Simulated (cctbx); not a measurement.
# Absolute structure of Bi4Se3S4

Space group Amm2 (no. 38), a = 9.3850 Å, b = 4.4580 Å, c = 14.5660 Å, α = 90.00°, β = 90.00°, γ = 90.00°.

| atom | mult. | x | y | z | Ueq (Å²) |
| --- | --- | --- | --- | --- | --- |
| Bi1 | 4 | 0.7653 | 1/2 | 0.1851 | 0.0045 |
| Bi2 | 2 | 1/2 | 0 | 0.0203 | 0.0040 |
| Bi3 | 2 | 0 | 0 | 0.0019 | 0.0053 |
| Se1 | 2 | 0 | 0 | 0.3115 | 0.0060 |
| Se2 | 4 | 0.6562 | 0 | 0.3595 | 0.0102 |
| S1 | 2 | 1/2 | 1/2 | 0.1206 | 0.0086 |
| S2 | 2 | 0 | 1/2 | 0.0845 | 0.0086 |
| S3 | 4 | 0.7558 | 0 | 0.0907 | 0.0078 |

The model was made for the exercise: a known structure type with other elements put in, its volume estimated, not relaxed; displacement parameters are assumed.

Data sets are simulated with cctbx and refined with Bijvoet mates kept apart; Flack x is then fitted as the share of an inverted twin with the atoms fixed, Hooft y from the Bijvoet differences. The group is acentric but holds improper operations, so there is an absolute structure (orientation) and no hand.

Untwinned crystal. What Flack and Hooft values should come out?

```csv
λ (Å),extinction (unmodelled),d min (Å),top counts,error (%),model,R1,Flack x,s.u.,Hooft y,s.u.,pairs
0.71073,0,0.77,5000,1.5,as given,0.0172,-0.037,0.015,-0.024,0.015,397
0.71073,0,0.77,5000,1.5,inverted,0.0446,1.072,0.019,1.061,0.017,397
1.54184,0.1,0.83,70000,1.5,as given,0.0058,0.001,0.005,-0.001,0.005,324
```

With Mo Kα, x is within 3 s.u. of 0, so the absolute structure is right. With Cu Kα, x is within 3 s.u. of 0, so the absolute structure is right. Inverting the model turns x into about 1 − x.

A further crystal gives:

```
  λ (Å)  extinction (unmodelled)  d min (Å)  top counts  error (%)     model      R1  Flack x   s.u.  Hooft y   s.u.  pairs
1.54184                        0       0.83       70000          3  as given  0.0161    0.309  0.007    0.311  0.007    325
```

**Question.** What is it?

It was simulated as an inversion twin with a fraction 0.3 of the inverted domain. Flack x is over 3 s.u. from both 0 and 1 and reads that fraction.

[Logs are printed without paths, hosts, clocks, repeated set-up lines and the standing remarks that a program may print on its own settings, such as how far it seeks lower states.]
